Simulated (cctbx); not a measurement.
**Tm2CoS4: as given, inverted or twinned?**

Space group Fmm2 (no. 42), a = 6.5260 Å, b = 14.0400 Å, c = 6.6060 Å, α = 90.00°, β = 90.00°, γ = 90.00°.

```
atom  mult.       x       y       z  Ueq (Å²)
 Tm1      8       0  0.3508  0.9997    0.0047
 Co1      4     1/2       0  0.5225    0.0076
  S1      8  0.7414       0  0.7782    0.0084
  S2      8     1/4     1/4  0.7513    0.0082
```

This is a model crystal, built by substitution and not relaxed, with assumed displacement parameters.

Data sets are simulated with cctbx and refined with Bijvoet mates kept apart; Flack x is then fitted as the share of an inverted twin with the atoms fixed, Hooft y from the Bijvoet differences. The group is acentric but holds improper operations, so there is an absolute structure (orientation) and no hand.

Untwinned crystal. What Flack and Hooft values should come out?

```
  λ (Å)  extinction (unmodelled)  d min (Å)  top counts  error (%)     model      R1  Flack x  s.u.  Hooft y   s.u.  pairs
0.71073                      0.1       0.77        5000          6  as given  0.0212     0.01  0.05   -0.021  0.052    174
0.71073                      0.1       0.77        5000          6  inverted  0.0284     1.09  0.09    1.243  0.085    174
1.54184                      0.1       0.83       20000          4  as given  0.0104   -0.004  0.01   -0.004  0.017    141
```

With Mo Kα, x is within 3 s.u. of 0, so the absolute structure is right, though an s.u. above 0.04 can't exclude a small twin share. With Cu Kα, x is within 3 s.u. of 0, so the absolute structure is right. Inverting the model turns x into about 1 − x.

A further crystal gives:

| λ (Å) | extinction (unmodelled) | d min (Å) | top counts | error (%) | model | R1 | Flack x | s.u. | Hooft y | s.u. | pairs |
| --- | --- | --- | --- | --- | --- | --- | --- | --- | --- | --- | --- |
| 0.71073 | 0 | 0.77 | 5000 | 6 | as given | 0.0242 | 0.49 | 0.06 | 0.517 | 0.064 | 175 |

**Question.** What is it?

It was simulated as an inversion twin with a fraction 0.5 of the inverted domain. Flack x is over 3 s.u. from both 0 and 1 and reads that fraction.

[Logs are printed without paths, hosts, clocks, repeated set-up lines and the standing remarks that a program may print on its own settings, such as how far it seeks lower states.]
